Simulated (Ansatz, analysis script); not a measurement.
# free-standing square Ti monolayer, spacing 3.069 Å: energy less the state without spin against total moment, fitted and tested on a withheld row

System: free-standing square Ti monolayer, spacing 3.069 Å, 1 Ti in the cell. An idealised lattice of chosen spacing, in vacuum. Cell as run: a = 3.069, b = 3.069, c = 14.000 Å, angles 90.0, 90.0, 90.0°, 1 atoms.

Method: Free energy against the fixed total moment and moment against field, from collinear runs; PBEsol, PAW set soft_1 (analysis script 1). Settings shared by all rows: cutoff 420 eV, 18×18×1 k-mesh, Fermi-Dirac occupations, smearing width 0.1 eV. Among the fixed moments, E(M) falls 244 meV below the state without spin and is lowest near 2.273 μB on this grid. I·N/2 = 1.8 is over 1, so the state without spin is unstable to a uniform moment. The cell was taken as built, with atoms unrelaxed. In doubt: the program's search for lower states was switched off, so a lower magnetic state than those reached may exist.

Computed values, one withheld:

| total moment (μB/cell) | energy less the state without spin (meV/cell) |
| --- | --- |
| 0 | 0.0 |
| 0.227 | -3.8 |
| 0.455 | -14.9 |
| 0.682 | -32.7 |
| 0.909 | -56.6 |
| 1.136 | -85.8 |
| 1.364 | ? |
| 1.591 | -156.5 |
| 1.818 | -194.9 |
| 2.045 | -228.9 |
| 2.273 | -244.2 |
| 2.5 | -240.3 |

What energy less the state without spin should the row at total moment = 1.364 μB/cell hold? Fit a suitable law to the other rows.

**Law.** Time reversal makes the energy even in the moment, so it is expanded as a Landau series from the state without spin. In symbols, E = c2 M² + c4 M⁴ + c6 M⁶, with energy less the state without spin in meV/cell.

**Fit.** Least squares on 10 rows gives c2 = -68.273, c4 = 0.52184 and c6 = 0.68002.

| total moment (μB/cell) | computed | fit | computed − fit |
| --- | --- | --- | --- |
| 0.227 | -3.8 | -3.52 | -0.28 |
| 0.455 | -14.9 | -14.11 | -0.79 |
| 0.682 | -32.7 | -31.57 | -1.13 |
| 0.909 | -56.6 | -55.67 | -0.93 |
| 1.136 | -85.8 | -85.78 | -0.02 |
| 1.591 | -156.5 | -158.45 | 1.95 |
| 1.818 | -194.9 | -195.40 | 0.50 |
| 2.045 | -228.9 | -226.66 | -2.24 |
| 2.273 | -244.2 | -245.02 | 0.82 |
| 2.5 | -240.3 | -240.30 | 0.00 |

The quadratic term is negative, so within this fit the state without spin is unstable against a small uniform moment.

**Prediction.** At total moment = 1.364 μB/cell the law predicts -120.84 meV/cell. The computed value is -119.5 meV/cell, 1.34 above the prediction. The row lies between fitted rows, so this is an interpolation. The miss is about equal to the rms residual of the fit, 1.12.

[Hosts, paths, dates, database ids (printed as entryN), source tags and the programs' standing remarks are cut or masked in the printed files.]
